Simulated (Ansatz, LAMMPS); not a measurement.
# Forces and charges in liquid (Cs,Na)I at 1400 K (70 atoms)

What does DFT give for liquid (Cs,Na)I at 1400 K (70 atoms) as built?

Program: Ansatz 0.2.0. Level of theory: Kohn-Sham DFT, PBE, PAW (set soft_2, large core), plane waves. Results are calculated unless marked as measured.

**1. Set-up**

The cell holds 70 atoms: 13 Cs, 22 Na and 35 I. Cell: a = 17.101 Å, b = 17.101 Å, c = 17.101 Å, α = 90.0°, β = 90.0°, γ = 90.0°. 70 atoms (13 Cs, 22 Na, 35 I) placed at random at 2.98 g/cm³, melted at 1600 K for 10 ps at fixed volume with the Lennard-Jones and Coulomb ion parameters for SPC/E (Joung and Cheatham, J. Phys. Chem. B 112, 9020 (2008)), full charges. Snapshot at the end of a hold of 15 ps at 1400 K and zero pressure.

Limits known from the start: The starting topology of bonds comes from the classical model, and needn't be the one that DFT or experiment would give. The ion parameters were fitted for water, not for melts, so the density of this cell may lie well off the real melt's. The Brillouin zone is sampled at Γ only, in a cell whose shortest periodic width is 17 Å. The levels lack spin–orbit coupling, which is large for the heavy elements here.

**2. The classical run that made the cell**

A classical potential makes the cell, at a small fraction of what the same run would cost in DFT.

This step: classical MD, Lennard-Jones and Coulomb ion parameters for SPC/E (Joung and Cheatham, J. Phys. Chem. B 112, 9020 (2008)), full charges (LAMMPS 22 Jul 2025 - Update 4).

File in.lmp:

```
# melt-quench of Cs13Na22I35
units metal
atom_style charge
boundary p p p
region box block 0 15.4975 0 15.4975 0 15.4975
create_box 3 box
mass 1 132.9055   # Cs
mass 2 22.9898   # Na
mass 3 126.9045   # I
create_atoms 1 random 13 26145 NULL overlap 2.2 maxtry 2000
create_atoms 2 random 22 26152 NULL overlap 2.2 maxtry 2000
create_atoms 3 random 35 26159 NULL overlap 2.2 maxtry 2000
pair_style lj/cut/coul/long 9.0
pair_modify mix arithmetic tail yes
pair_coeff 1 1 0.003897 3.6010   # Cs
pair_coeff 2 2 0.015292 2.1595   # Na
pair_coeff 3 3 0.001855 5.2011   # I
set type 1 charge 1
set type 2 charge 1
set type 3 charge -1
kspace_style pppm 1.0e-4
neigh_modify delay 0 every 1 check yes
thermo_style custom step time temp pe press density
thermo_modify norm yes
timestep 0.002
thermo 100
min_style cg
minimize 1e-4 1e-4 200 2000
reset_timestep 0
velocity all create 1600 26146 mom yes dist gaussian
fix lim all nve/limit 0.05
fix lan all langevin 1600 1600 0.2 26147 zero yes
thermo 500
run 1000 post no
# [... 34 lines left out ...]
compute msd all msd com yes
thermo 1875
fix md all npt temp 1200 1200 0.2 iso 0 0 2
run 7500 post no
print "== T1200: mean square displacement over the hold $(c_msd[4]:%.2f) A^2"
unfix md
uncompute msd
write_dump all custom T1200.dump id type xs ys zs modify sort id
```

Run with:

```bash
$ lmp -in in.lmp -log none -nocite
```

Numbers of over 12 decimals in the logs are rounded to 6 here.

The log of the run:

```text
LAMMPS (22 Jul 2025 - Update 4)
Created orthogonal box = (0 0 0) to (15.4975 15.4975 15.4975)
Created 13 atoms
Created 22 atoms
Created 35 atoms
PPPM initialization ...
  G vector (1/distance) = 0.30385659
  grid = 10 10 10
  estimated relative force accuracy = 7.2839618e-05
   Step          Time           Temp          PotEng         Press         Density
         0   0              0              12.949758      1606232.7      2.9780275
       100   0.2            0             -3.3362289     -2310.8626      2.9780275
       124   0.248          0             -3.3559514     -4370.2704      2.9780275
Loop time of 0.117024 s on 1 MPI rank(s) for 124 steps with 70 atoms
Minimization stats:
  Stopping criterion = energy tolerance
  Energy initial, next-to-last, final =
      12.9497578689322  -3.35562147941451  -3.35595139621554
  Force two-norm initial, final = 1905.95 0.34380427
  Iterations, force evaluations = 124 155
[... 31 lines left out ...]
   Step          Time           Temp          PotEng         Press         Density
[... 5 lines left out ...]
Loop time of 1.61924 s on 1 MPI rank(s) for 2500 steps with 70 atoms
   Step          Time           Temp          PotEng         Press         Density
[... 6 lines left out ...]
Loop time of 4.89176 s on 1 MPI rank(s) for 7500 steps with 70 atoms
== T1400: mean square displacement over the hold 85.59 A^2
   Step          Time           Temp          PotEng         Press         Density
[... 5 lines left out ...]
Loop time of 1.62686 s on 1 MPI rank(s) for 2500 steps with 70 atoms
   Step          Time           Temp          PotEng         Press         Density
[... 2 lines left out ...]
     31875   63.75          1220.0882     -3.1556117      3260.7688      2.6407805
     33750   67.5           1200.4598     -3.1438675      2483.6169      2.5582801
     35625   71.25          1020.5546     -3.1807893     -1705.4047      2.5146856
     36000   72             1186.3975     -3.1663662     -2923.2162      2.5899702
Loop time of 3.16879 s on 1 MPI rank(s) for 7500 steps with 70 atoms
== T1200: mean square displacement over the hold 47.50 A^2
```

Wall time 22 s (1 thread of Intel Xeon at 2.80GHz (Skylake/Cascade Lake), shared host); peak memory 0.34 GiB.

**3. Plane-wave single point**

The electrons are solved once, with the atoms held.

File input.yaml:

```yaml
crystal:
  lattice:
    - [17.1009, 0.0, 0.0]
    - [0.0, 17.1009, 0.0]
    - [0.0, 0.0, 17.1009]
  atoms:
    - { symbol: Cs, position: [0.8574, 0.94582, 0.11518] }
    - { symbol: Cs, position: [0.00478, 0.3385, 0.53398] }
    - { symbol: Cs, position: [0.15411, 0.77135, 0.99217] }
    - { symbol: Cs, position: [0.20888, 0.24266, 0.27696] }
    - { symbol: Cs, position: [0.22332, 0.24329, 0.68838] }
    - { symbol: Cs, position: [0.00045, 0.59706, 0.25606] }
    - { symbol: Cs, position: [0.39878, 0.9692, 0.93209] }
    - { symbol: Cs, position: [0.51491, 0.35741, 0.94295] }
    - { symbol: Cs, position: [0.39725, 0.50913, 0.28232] }
    - { symbol: Cs, position: [0.39548, 0.81158, 0.60368] }
    - { symbol: Cs, position: [0.97333, 0.58677, 0.61216] }
    - { symbol: Cs, position: [0.13365, 0.43241, 0.9152] }
    - { symbol: Cs, position: [0.62567, 0.52829, 0.10293] }
    - { symbol: Na, position: [0.7618, 0.34205, 0.73174] }
    - { symbol: Na, position: [0.22322, 0.92539, 0.1491] }
    - { symbol: Na, position: [0.5523, 0.2949, 0.28293] }
    - { symbol: Na, position: [0.58413, 0.1073, 0.72385] }
    - { symbol: Na, position: [0.2633, 0.52875, 0.71454] }
    - { symbol: Na, position: [0.71804, 0.89266, 0.64313] }
    - { symbol: Na, position: [0.38024, 0.06655, 0.24666] }
    - { symbol: Na, position: [0.76507, 0.46121, 0.35204] }
    - { symbol: Na, position: [0.88401, 0.99562, 0.71934] }
    - { symbol: Na, position: [0.57924, 0.63068, 0.75403] }
    - { symbol: Na, position: [0.38304, 0.6402, 0.94017] }
    - { symbol: Na, position: [0.7429, 0.11963, 0.43699] }
    - { symbol: Na, position: [0.95138, 0.84227, 0.38142] }
    - { symbol: Na, position: [0.94318, 0.21815, 0.8595] }
    - { symbol: Na, position: [0.90213, 0.39398, 0.0364] }
    - { symbol: Na, position: [0.55238, 0.80879, 0.10441] }
    - { symbol: Na, position: [0.15336, 0.17212, 0.00339] }
    - { symbol: Na, position: [0.92682, 0.27213, 0.21798] }
    - { symbol: Na, position: [0.51594, 0.45581, 0.52442] }
    - { symbol: Na, position: [0.69701, 0.10967, 0.92347] }
    - { symbol: Na, position: [0.71307, 0.66118, 0.38729] }
    - { symbol: Na, position: [0.45257, 0.0504, 0.47369] }
    - { symbol: I, position: [0.92976, 0.42955, 0.82542] }
    - { symbol: I, position: [0.3606, 0.79641, 0.0117] }
    - { symbol: I, position: [0.48642, 0.3872, 0.1565] }
    - { symbol: I, position: [0.43504, 0.2003, 0.34422] }
    - { symbol: I, position: [0.28239, 0.71963, 0.77688] }
    - { symbol: I, position: [0.81938, 0.49673, 0.15168] }
    - { symbol: I, position: [0.66749, 0.72782, 0.23779] }
    - { symbol: I, position: [0.4438, 0.08684, 0.64131] }
    - { symbol: I, position: [0.34203, 0.43797, 0.83695] }
    - { symbol: I, position: [0.82793, 0.4465, 0.5117] }
    - { symbol: I, position: [0.38848, 0.93635, 0.35471] }
    - { symbol: I, position: [0.18935, 0.56668, 0.03173] }
    - { symbol: I, position: [0.57922, 0.64154, 0.95589] }
    - { symbol: I, position: [0.68933, 0.99227, 0.79858] }
    - { symbol: I, position: [0.59773, 0.51061, 0.39911] }
    - { symbol: I, position: [0.0456, 0.28143, 0.07224] }
    - { symbol: I, position: [0.89664, 0.852, 0.61582] }
    - { symbol: I, position: [0.65188, 0.03035, 0.5372] }
    - { symbol: I, position: [0.86552, 0.07402, 0.95814] }
    - { symbol: I, position: [0.06731, 0.89444, 0.12057] }
    - { symbol: I, position: [0.88134, 0.67501, 0.40033] }
    - { symbol: I, position: [0.47758, 0.98336, 0.10766] }
    - { symbol: I, position: [0.75095, 0.27308, 0.26568] }
    - { symbol: I, position: [0.82787, 0.18997, 0.6414] }
    - { symbol: I, position: [0.88569, 0.04937, 0.32572] }
    - { symbol: I, position: [0.59537, 0.75319, 0.63605] }
    - { symbol: I, position: [0.59766, 0.40122, 0.68684] }
    - { symbol: I, position: [0.51086, 0.16032, 0.90497] }
    - { symbol: I, position: [0.23275, 0.08443, 0.13982] }
    - { symbol: I, position: [0.12694, 0.44722, 0.64269] }
    - { symbol: I, position: [0.73592, 0.31212, 0.95626] }
    - { symbol: I, position: [0.36313, 0.53994, 0.51199] }
    - { symbol: I, position: [0.13451, 0.18644, 0.52996] }
    - { symbol: I, position: [0.12127, 0.19676, 0.8284] }
    - { symbol: I, position: [0.10082, 0.40578, 0.28333] }
kpoints:
  mp_grid: { grid: [1, 1, 1] }
hamiltonian:
  xc: pbe
  pseudopotentials: { kind: paw, core: large }
scf:
  occupations: { method: fixed }
output:
  forces: true
  stress: true
  populations: true
  dos:
    method: { smearing: { sigma: 0.15 } }
    de: 0.1
    projected: { site_lists: { Cs: [Cs], I: [I], Na: [Na] } }
  eigenvalues: true
  write_density: true
  write_potential: true
  volumetric_format: npy
```

Run with:

```bash
$ ansatz run input.yaml --threads 8 --pin off --max-ram 15872MiB --backend cpu --events-out ev --progress --plain --runs-dir out
```

The log of the run:

```text
Engine: ansatz 0.2.0, x86_64-unknown-linux-gnu
Pseudopotentials: kind: paw
Pseudopotential: Cs, paw, valence charge 9, recommended cutoff 420 eV (normal), Cs.paw.azcp
Pseudopotential: Na, paw, valence charge 9, recommended cutoff 420 eV (normal), Na.paw.azcp
Pseudopotential: I, paw, valence charge 7, recommended cutoff 420 eV (normal), I.paw.azcp#standard-large-core
[... 5 lines on functional and potentials left out ...]
Crystal: 70 atoms, lattice volume = 5001.001 Å³
Basis set: ecut = 420 eV, 97569 PW (Γ), exchange–correlation on 240×240×240 points (8 copies of the dense FFT grid, shifted against one another)
Bands: 350, of which v1, the nominal top of the filled ones, is band 280 counted from 1 (279 counted from 0)
Symmetry: 1 space group operations
Space group: P1 (ITA 1), of the structure as read, at distance tolerance 1.7e-4 Å
k-points: 1
[...]
atom   7  Cs    -0.02017806     0.79479593    -1.08471090
  atom   8  Cs     0.14672129     0.21336445    -0.23398758
[...]
atom  13  Cs     0.36170658    -0.21511477     0.62140662
  atom  14  Na     0.09309009    -0.00358252     0.00708082
[...]
atom  69  I     -1.17013143    -0.60128615     1.76636265
  atom  70  I     -0.52076542     0.47441322     0.13914240
  max |Σ_I F_I| component: 3.12e-5 eV/Å
--- Stress (GPa, compression-positive) ---
        0.154379       0.060109       0.003412
        0.060109       0.206592       0.013283
        0.003412       0.013283       0.144141
  P = ⅓ Tr σ = 0.1684 GPa (1.684 kbar)
--- Band table (eV) ---
  k-point 0: bands = ["-53.7883", "-52.9044", "-52.8833", "-52.8756", [... 334 levels ...], "4.5054", "4.5397", "4.5530", "4.5961", "4.6120", "4.6207", "4.6450", "4.6548", "4.6886", "4.7144", "4.7453", "4.7489"]
--- Löwdin populations: 70 sites ---
  site symbol       q [e]
     0     Cs      8.1750
     1     Cs      8.2280
     2     Cs      8.1927
[...]
69      I      7.7161
  spilling = 0.003491 (of n_electrons = 560.000000)
[key lines of the parts left out:]
SCF converged after 11 iterations
Free energy (F): -287369.547321 eV
Fermi energy:    -0.458576 eV
```

It took 23 s on 8 threads of Intel Xeon Platinum 8488C (Sapphire Rapids), shared host; peak memory 5.4 GiB; 2.8 min of CPU time.

The program notes that potentials were chosen by core size and the exchange-correlation potential is rough where the density is thin.

Numbers from this run:

| Item | Value |
| --- | --- |
| free energy | -287369.5473 eV |
| free energy per atom | -4105.2792 eV/atom |
| SCF cycles | 11 |
| pressure | 0.1684 GPa |
| r.m.s. force component | 0.4259 eV/Å |
| longest force | 2.202 eV/Å |
| Fermi energy | -0.4586 eV |
| gap (highest filled to lowest empty level) | 2.166 eV |
| spilling of the projection | 0.003491 |

Length of the force by element:

```
element  coordination  atoms  mean length of the force (eV/Å)  spread   least  most
     Cs           all     13                            0.822   0.508   0.182  2.12
      I           all     35                            0.629   0.418  0.0791  2.20
     Na           all     22                            0.457   0.251  0.0934  1.06
```

Löwdin charges by element (they lack the spilled electrons, 0.028 e an atom on average):

```
element  coordination  atoms  mean charge (e)  spread   least    most
     Cs           all     13            0.799  0.0213   0.763   0.828
      I           all     35           -0.672  0.0266  -0.744  -0.625
     Na           all     22            0.686  0.0262   0.646   0.747
```

Density of states as counts of states in windows of 1 eV (from the Fermi level), total and the larger projections:

```
from (eV)  to (eV)  total   I p  Cs p  Na s   I s
      -18      -13    0.0   0.0   0.0   0.0   0.0
      -13      -12    2.2   0.0   0.0   0.1   2.0
      -12      -11   30.6   0.0   0.5   0.9  28.7
      -11      -10   37.0   0.0   0.4   0.8  35.3
      -10       -9    0.2   0.0   0.0   0.0   0.2
       -9       -8   41.6   0.4  40.8   0.0   0.3
       -8       -7   35.3   0.8  33.9   0.0   0.6
       -7       -6    1.0   0.0   1.0   0.0   0.0
       -6       -3    0.0   0.0   0.0   0.0   0.0
       -3       -2   20.8  18.7   0.1   1.5   0.1
       -2       -1   96.2  90.4   0.7   2.9   0.1
       -1        0   90.0  87.4   0.4   0.7   0.1
        0        1    3.0   2.9   0.0   0.0   0.0
        1        2    0.1   0.0   0.0   0.0   0.0
        2        3    5.8   0.4   0.0   3.4   0.4
        3        4   32.5   2.3   0.0  12.5   1.0
```

With fixed occupations the program's Fermi level is the highest filled level; weight inside the gap is the broadening of levels at its edges.

Between -26 and -18 eV lie 158 more states.

The stored curve holds about 516 of the 560 electrons; the rest, give or take the few that broadening carries across the Fermi level, lie in deeper levels below its range.

The levels nearest the highest filled one (over half full), pooled over k-points and spins:

```
level less the highest filled one (eV)  occupation
                                -0.233           2
                                -0.196           2
                                -0.144           2
                                -0.130           2
                                -0.037           2
                                     0           2
                                  2.17           0
                                  2.62           0
                                  2.99           0
                                  3.01           0
                                  3.08           0
                                  3.24           0
```

Valence density in the bc plane at fractional x = 0.388, with atoms of Cs and Na and I within 0.2 Å of it. It is the smooth field of the valence electrons, not physical close to the nuclei.

Ten steps, logarithmic in the rise over the least value, from '0' (0 e/Å³) to '9' (13 e/Å³), each cell a mean:
```
42100000000000000000000000267511233333213444
43100000000000000000000000389830111211124433
42100000000000001222221000023200000000013444
10000000000000001333332100000000000000000111
00000000000000001233321000000000000000000000
00000000000000000111110000000000000000000000
00011000000000000000000000000000000000000000
01222210000000000000000000000000011221000000
12333321000000000000000000000000134444310000
01222210000000000000001111000000244334310000
00011000000000000000123333210000123443210000
00000000000000000000133333310000001111000000
00000000000000000000123333210000000000000000
10000000110000000000011221100000000000112221
21000012332100000000000000000000000001233333
21000123333210000000123321000000000001232233
21111122332210000002444443100000000000233333
14896111111000000002443443100000000000011111
03885100000000000001233321000000000000000000
00110000000000000100000000000000000000000000
10000000000000000100000000000000000000000011
11000000000000000000000000000000011110000111
00000000000000000000000000000001233332100011
10000000000000000000000000000001233333211111
```
Columns run along b (17.1 Å), rows up along c (17.1 Å). Atoms in or near the plane, at fractional coordinates: Cs at (0.97, 0.93), Cs at (0.51, 0.28), Cs at (0.81, 0.60), Na at (0.07, 0.25), Na at (0.64, 0.94), I at (0.94, 0.35).

Electrostatic potential energy in the bc plane at fractional x = 0.388, with atoms of Cs and Na and I within 0.2 Å of it. With pseudopotentials it is smooth inside the atoms' cores, unlike the true potential.

Values in eV, 13 rows by 16 columns, each cell a mean:
```
-12   3   5   5   4   4   4   4   3  -7 -22  -1 -10  -5  -7 -22
 -6   4   5   5   5   4  -4  -7   3   0  -5   3   4   4  -3 -15
  4   5   5   5   5   5  -5  -9   4   4   4   4   5   4   3   3
  5   4   5   5   5   5   5   5   4   4   5   4   3   2   3   4
  2 -10   3   5   5   5   5   5   5   5   4   1 -14 -16   0   4
  4   2   5   5   5   5   5   4 -10  -2   4   1 -17 -19  -1   4
  1   2   4   5   5   5   5   0 -27 -13   5   4   2   2   3   3
  2   3   3   1   4   4   4   4   2   4   5   4   4   4  -6  -9
  1   2  -6 -21   2   4   2  -8 -13  -1   3   4   5   4 -22 -27
-10 -18   1   2   4   4   1 -17 -23  -5   3   4   4   5   3   1
 -1  -4   3   4   4   4   3   1  -1   2   3   4   4   5   5   4
  4   4   4   4   5   4   4   4   4   3   4   4   3   4   5   4
  2   4   5   5   4   4   4   4   4   2   2   1 -23 -15   2   1
```
Columns run along b (17.1 Å; values clipped at the 3rd and 97th percentile), rows up along c (17.1 Å). Atoms in or near the plane, at fractional coordinates: Cs at (0.97, 0.93), Cs at (0.51, 0.28), Cs at (0.81, 0.60), Na at (0.07, 0.25), Na at (0.64, 0.94), I at (0.94, 0.35).

Mean Löwdin charges: Cs +0.80, I -0.67, Na +0.69 e (they miss 0.35 % of the electrons, so they add up to more than the cell's charge). The largest share in the top eV of filled states is I p (98 % of the projected weight), and in the lowest eV of empty states Na s (62 % of the projected weight).

**4. Distances and neighbours**

These statistics describe the geometry on which the runs were made.

Density 2.22 g/cm³, 71.44 Å³ an atom.

g(r), total and by pair (bins of 0.2 Å):

```
r (Å)  total   I-I  I-Na  I-Cs  Na-Na  Na-Cs  Cs-Cs
 2.70   0.54  0.00  1.71  0.00   0.00   0.00   0.00
 2.90   1.61  0.00  5.12  0.00   0.00   0.00   0.00
 3.10   1.51  0.00  4.28  0.90   0.00   0.00   0.00
 3.30   1.43  0.00  2.66  3.17   0.00   0.00   0.00
 3.50   1.46  0.00  2.32  3.21   1.28   0.00   0.00
 3.70   0.91  0.00  1.36  2.27   0.57   0.00   0.00
 3.90   1.17  0.00  1.69  2.60   1.05   0.45   0.00
 4.10   0.53  0.39  0.45  1.33   0.49   0.00   0.00
 4.30   0.75  0.53  0.99  0.94   0.88   0.39   0.00
 4.50   1.08  2.24  0.38  0.42   0.82   1.37   2.38
 4.70   1.10  1.62  0.24  1.59   1.86   1.24   0.00
 4.90   1.01  1.22  0.21  0.91   1.36   2.31   1.94
 5.10   0.91  1.25  0.30  0.34   2.85   1.33   0.00
 5.30   1.17  2.29  0.64  0.45   0.59   1.95   0.84
 5.50   1.02  1.28  0.68  0.59   1.64   1.34   1.54
 5.70   1.20  1.90  0.72  0.54   1.27   2.38   0.00
 5.90   1.05  1.50  0.66  0.50   1.66   1.40   1.35
 6.10   0.88  1.31  0.55  0.47   1.57   0.76   1.28
 6.30   1.03  0.98  1.05  0.76   1.05   1.41   1.21
 6.50   0.96  0.77  1.16  0.84   0.59   1.30   1.13
 6.70   0.90  0.94  1.09  0.97   0.55   0.47   1.05
 6.90   1.19  1.16  1.29  1.19   0.69   0.89   2.94
 7.10   1.03  0.77  1.13  1.14   0.82   0.97   2.36
 7.30   0.95  0.86  1.31  0.91   0.46   0.79   0.43
 7.50   0.98  0.40  1.60  1.40   0.14   0.74   0.42
 7.70   0.85  0.61  1.27  0.88   0.41   0.83   0.00
 7.90   0.96  0.77  0.86  1.68   0.66   0.45   1.90
```

The surroundings of I69, which bears the longest force, nearest first, numbered as they follow in the input and with coordinates relative to it.

```
atom      x      y      z  distance (Å)  Löwdin charge (e)     Fx     Fy  Fz (eV/Å)
 I69   0.00   0.00   0.00          0.00              -0.65  -1.17  -0.60       1.77
 Cs5   1.75   0.80  -2.39          3.07               0.81   1.77   0.75      -0.90
Na30   0.55  -0.42   2.99          3.07               0.69   0.05  -0.22      -0.21
Na27  -3.05   0.37   0.53          3.11               0.67  -0.14   0.17       0.02
Cs12   0.21   4.03   1.48          4.30               0.76  -0.34  -0.93      -0.87
 I51  -1.29   1.45   4.17          4.60              -0.62  -0.44   0.22       0.19
 I68   0.23  -0.18  -5.10          5.11              -0.74  -0.07  -0.62      -0.92
 I36  -3.27   3.98  -0.05          5.16              -0.68  -0.12  -0.24       0.13
```

**5. What came out**

```json
{
  "free energy per atom": "-4105.2792 eV/atom",
  "pressure": "0.1684 GPa",
  "r.m.s. force component": "0.4259 eV/Å",
  "gap (highest filled to lowest empty level)": "2.166 eV",
  "wall time of the 1 DFT run": "23 s"
}
```

The highest filled and lowest empty levels differ by 2.17 eV (at Γ alone); a semilocal functional tends to put such gaps too low. In a disordered cell it changes from sample to sample and from frame to frame.

Caveats: The force components of 0.43 eV/Å r.m.s. hold both thermal displacement and the mismatch between the potential that made the cell and DFT. The pressure of a single frame lacks the kinetic term.

[Logs are printed without paths, hosts, clocks, repeated set-up lines and the standing remarks that a program may print on its own settings, such as how far it seeks lower states.]

[Hosts, paths, dates, database ids (printed as entryN), source tags and the programs' standing remarks are cut or masked in the printed files.]
